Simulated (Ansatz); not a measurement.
# Rock-salt TiC, an end member of the NbC–TiC series (64 atoms): geometry optimisation

Aim: bring rock-salt TiC, an end member of the NbC–TiC series (64 atoms) to a nearby minimum of the energy and see what moves.

Program: Ansatz 0.2.0. Level of theory: Kohn-Sham DFT, PBE, PAW (set soft_2), plane waves. Results are calculated unless marked as measured.

## Step 1: The structure

The cell holds 64 atoms: 32 Ti and 32 C. Cell: a = 8.656 Å, b = 8.656 Å, c = 8.656 Å, α = 90.0°, β = 90.0°, γ = 90.0°. It derives from TiC. Rock-salt NbC, 2 x 2 x 2 conventional cells, 32 of 32 Nb sites given to Ti at random (x = 1.000), lattice by Vegard's rule (a = 4.328 Å); not relaxed, displaced by a Gaussian of 0.02 Å.

## Step 2: Relaxation

The atoms are relaxed in the fixed cell, aiming at the force tolerance of the input.

input.yaml reads:

```yaml
crystal:
  lattice:
    - [8.656, 0.0, 0.0]
    - [0.0, 8.656, 0.0]
    - [0.0, 0.0, 8.656]
  atoms:
    - { symbol: Ti, position: [0.00203, 0.99923, 0.00138] }
    - { symbol: C, position: [0.25235, 0.0029, 0.99898] }
    - { symbol: Ti, position: [0.99947, 0.25155, 0.25092] }
    - { symbol: C, position: [0.25252, 0.25117, 0.25308] }
    [... 54 atom lines left out ...]
    - { symbol: Ti, position: [0.49663, 0.74874, 0.75089] }
    - { symbol: C, position: [0.75353, 0.74982, 0.75159] }
    - { symbol: Ti, position: [0.751, 0.49881, 0.75095] }
    - { symbol: C, position: [0.5007, 0.50039, 0.74898] }
    - { symbol: Ti, position: [0.74997, 0.75811, 0.49974] }
    - { symbol: C, position: [0.50023, 0.74923, 0.50387] }
kpoints:
  mp_grid: { grid: [2, 2, 2] }
hamiltonian:
  xc: pbe
scf:
  occupations: { method: gaussian, width: 0.025 }
output:
  forces: true
relax:
  f_tol: 0.03
  max_steps: 46
```

Run with:

```sh
ansatz run input.yaml --threads 4 --pin off --max-ram 8192MiB --backend cpu --events-out ev --progress --plain --runs-dir out
```

It took 83 s on 4 threads of Intel Xeon Platinum 8259CL at 2.50GHz (Skylake/Cascade Lake), shared host; peak memory 5 GiB.

Relaxation path:

```
step  energy less that of the first step (eV)  largest force component (eV/Å)
   1                                   0.0000                          1.2266
   2                                  -0.3907                          0.5036
   3                                  -0.5852                          0.0069
   4                                  -0.5852                          0.0069
```

The atoms that moved most (Å):

```
atom      dx      dy      dz  length
Ti63   0.003  -0.067   0.000   0.067
 C30  -0.039  -0.009   0.047   0.062
 C54  -0.033   0.044   0.015   0.057
 C16   0.006   0.056  -0.001   0.056
 C44   0.051  -0.010  -0.008   0.052
 C40   0.009   0.047  -0.016   0.050
Ti19   0.044  -0.023   0.007   0.050
 C56   0.024   0.035  -0.022   0.048
```

The relaxation changed the energy by -9.14 meV/atom, and atoms moved by 0.034 Å r.m.s., 0.067 Å at most.

## Step 3: Distances and neighbours after relaxation

Density 4.91 g/cm³, 10.13 Å³ an atom.

g(r), total and by pair (bins of 0.1 Å):

```
r (Å)  total    C-C   C-Ti  Ti-Ti
 2.05   0.00   0.00   0.00   0.00
 2.15  10.20   0.00  20.50   0.00
 2.25   0.00   0.00   0.00   0.00
 2.35   0.00   0.00   0.00   0.00
 2.45   0.00   0.00   0.00   0.00
 2.55   0.00   0.00   0.00   0.00
 2.65   0.00   0.00   0.00   0.00
 2.75   0.00   0.00   0.00   0.00
 2.85   0.00   0.00   0.00   0.00
 2.95   0.00   0.00   0.00   0.00
 3.05  10.20  20.50   0.00  20.50
 3.15   0.00   0.00   0.00   0.00
 3.25   0.00   0.00   0.00   0.00
 3.35   0.00   0.00   0.00   0.00
 3.45   0.00   0.00   0.00   0.00
 3.55   0.00   0.00   0.00   0.00
 3.65   0.00   0.00   0.00   0.00
 3.75   4.65   0.00   9.30   0.00
 3.85   0.00   0.00   0.00   0.00
 3.95   0.00   0.00   0.00   0.00
 4.05   0.00   0.00   0.00   0.00
 4.15   0.00   0.00   0.00   0.00
 4.25   0.00   0.00   0.00   0.00
 4.35   2.59   5.17   0.00   5.17
 4.45   0.00   0.00   0.00   0.00
 4.55   0.00   0.00   0.00   0.00
 4.65   0.00   0.00   0.00   0.00
 4.75   0.00   0.00   0.00   0.00
 4.85   8.31   0.00  16.60   0.00
 4.95   0.00   0.00   0.00   0.00
 5.05   0.00   0.00   0.00   0.00
 5.15   0.00   0.00   0.00   0.00
 5.25   0.14   0.25   0.00   0.29
 5.35   6.69  13.40   0.00  13.40
 5.45   0.00   0.00   0.00   0.00
 5.55   0.00   0.00   0.00   0.00
 5.65   0.00   0.00   0.00   0.00
 5.75   0.00   0.00   0.00   0.00
 5.85   0.00   0.00   0.00   0.00
 5.95   0.00   0.00   0.00   0.00
 6.05   0.00   0.00   0.00   0.00
 6.15   2.58   5.16   0.00   5.16
 6.25   0.00   0.00   0.00   0.00
 6.35   0.00   0.00   0.00   0.00
```

Bonds by pair of elements; cutoffs follow the first minimum of g(r), held within bounds set by covalent radii, and pairs that aren't listed don't count as bonded:

```
pair A-B  cutoff (Å)  bonds  mean length (Å)  spread (Å)  shortest (Å)  B about A  A about B
    C-Ti        2.76    192             2.16           0          2.16          6          6
```

How many atoms have how many bonded neighbours:

```
element  mean   6
      C     6  32
     Ti     6  32
```

Bond angles, per cent of each kind in bins of 5°:

```
angle (°)  Ti-C-Ti  C-Ti-C
    85–90     40.6    41.5
    90–95     39.4    38.5
   95–100      0.0     0.0
  100–105      0.0     0.0
  105–110      0.0     0.0
  110–115      0.0     0.0
  115–120      0.0     0.0
  120–125      0.0     0.0
  125–130      0.0     0.0
  130–135      0.0     0.0
  135–140      0.0     0.0
  140–145      0.0     0.0
  145–150      0.0     0.0
  150–155      0.0     0.0
  155–160      0.0     0.0
  160–165      0.0     0.0
  165–170      0.0     0.0
  170–175      0.0     0.0
  175–180     20.0    20.0
```

Bond angles (no mean is given where the spread exceeds 20°):

```
  angle  count  mean (°)  spread (°)
Ti-C-Ti    480         -           -
 C-Ti-C    480         -           -
```

For some of the pairs, g(r) has its first main peak near 3.08 Å (C-C), 2.17 Å (C-Ti) and 3.08 Å (Ti-Ti). By these cutoffs all C atoms have 6 and all Ti atoms have 6 bonded neighbours.

## Step 4: Single point at the relaxed geometry

One more single point at the end of the walk gives the fuller output and checks the residual forces.

input.yaml reads:

```yaml
crystal:
  lattice:
    - [8.656, 0.0, 0.0]
    - [0.0, 8.656, 0.0]
    - [0.0, 0.0, 8.656]
  atoms:
    - { symbol: Ti, position: [0.00023, 0.00038, 0.99981] }
    - { symbol: C, position: [0.2502, 0.00036, 0.99979] }
    - { symbol: Ti, position: [0.0002, 0.25034, 0.24976] }
    - { symbol: C, position: [0.25027, 0.25036, 0.24979] }
    [... 54 atom lines left out ...]
    - { symbol: Ti, position: [0.5002, 0.75039, 0.74974] }
    - { symbol: C, position: [0.75023, 0.75039, 0.74978] }
    - { symbol: Ti, position: [0.75021, 0.50037, 0.74978] }
    - { symbol: C, position: [0.50023, 0.50042, 0.74974] }
    - { symbol: Ti, position: [0.75026, 0.75036, 0.49972] }
    - { symbol: C, position: [0.50022, 0.75038, 0.49975] }
kpoints:
  mp_grid: { grid: [2, 2, 2] }
hamiltonian:
  xc: pbe
scf:
  occupations: { method: gaussian, width: 0.025 }
output:
  forces: true
  stress: true
  populations: true
  dos:
    method: { smearing: { sigma: 0.1 } }
    de: 0.1
    projected: { site_lists: { C: [C], Ti: [Ti] } }
  eigenvalues: true
  write_density: true
  write_potential: true
  volumetric_format: npy
  elf: true
```

Run time: 49 s. Hardware: 4 threads; peak memory 4.6 GiB.

The run gave:

* free energy: -88073.2790 eV
* free energy per atom: -1376.1450 eV/atom
* SCF cycles: 6
* pressure: 0.8345 GPa
* r.m.s. force component: 0.00256 eV/Å
* longest force: 0.00699 eV/Å
* Fermi energy: 14.71 eV
* levels partly filled by over 2 per cent: 18
* spilling of the projection: 0.003094

Löwdin charges by element (they lack the spilled electrons, 0.025 e an atom on average):

```
element  coordination  atoms  mean charge (e)  spread   least    most
      C           all     32           -0.792       0  -0.792  -0.792
     Ti           all     32            0.841       0   0.841   0.841
```

States in the cell by windows of 1 eV, zero at the Fermi level; the larger projections on atomic orbitals stand beside the total:

```
from (eV)  to (eV)  total  Ti d   C p   C s  Ti s
      -18      -13    0.0   0.0   0.0   0.0   0.0
      -13      -12    0.6   0.0   0.0   0.2   0.4
      -12      -11    6.1   0.0   0.1   2.5   3.3
      -11      -10   16.0   1.6   0.6   8.8   4.5
      -10       -9   40.4   8.7   0.5  28.0   2.2
       -9       -8    0.9   0.0   0.0   0.9   0.0
       -8       -6    0.0   0.0   0.0   0.0   0.0
       -6       -5    6.7   2.1   3.2   0.3   1.0
       -5       -4   28.2   8.8  15.1   0.8   3.1
       -4       -3   34.8  10.0  21.8   0.5   1.2
       -3       -2   63.3  29.9  31.5   0.5   0.3
       -2       -1   49.7  23.8  24.5   0.6   0.3
       -1        0   10.4   4.2   5.9   0.0   0.0
        0        1    5.1   3.7   1.4   0.0   0.0
        1        2   41.0  31.7   8.1   0.4   0.2
```

The stored curve holds about 257 of the 512 electrons; the rest, give or take the few that broadening carries across the Fermi level, lie in deeper levels below its range.

The levels nearest the highest filled one (over half full), pooled over k-points and spins:

```
level less the highest filled one (eV)  occupation
                                     0        1.33
                                     0        1.33
                                     0        1.33
                                     0        1.33
                                     0        1.33
                                     0        1.33
                                0.0245       0.338
                                0.0245       0.338
                                0.0246       0.336
                                0.0246       0.336
                                0.0246       0.335
                                0.0246       0.335
```

Mean Löwdin charges: C -0.79, Ti +0.84 e (they miss 0.31 % of the electrons, so they add up to more than the cell's charge). Just under the Fermi level the largest share is C p (71 % of the projected weight), just over it Ti d (66 % of the projected weight).

## Step 5: Results

```json
{"energy change in the relaxation": "-9.144 meV/atom", "r.m.s. displacement": "0.034 Å", "largest displacement": "0.067 Å", "free energy per atom": "-1376.1450 eV/atom", "density": "4.906 g/cm³", "pressure": "0.8345 GPa", "r.m.s. force component": "0.00256 eV/Å", "wall time of the 2 DFT runs": "2.2 min"}
```

Relaxation lowers the energy by 9.14 meV/atom and moves atoms by 0.034 Å r.m.s. By the final cutoffs no bond was broken or made. The r.m.s. move is of the size of the random displacements put into the start (0.035 Å r.m.s. in three dimensions). First to last step the energy falls by 0.585 eV; the largest move, 0.07 Å, is that of Ti63. Judged within 0.08 Å, the space group went from Cm to Fm-3m. With the cutoffs above, all C atoms have 6 and all Ti atoms have 6 bonded neighbours. 18 levels are partly filled, by over 2 % (on the run's k-points): at this level the cell shows no clear gap.

[Logs are printed without paths, hosts, clocks, repeated set-up lines and the standing remarks that a program may print on its own settings, such as how far it seeks lower states.]

[Hosts, paths, dates, database ids (printed as entryN), source tags and the programs' standing remarks are cut or masked in the printed files.]
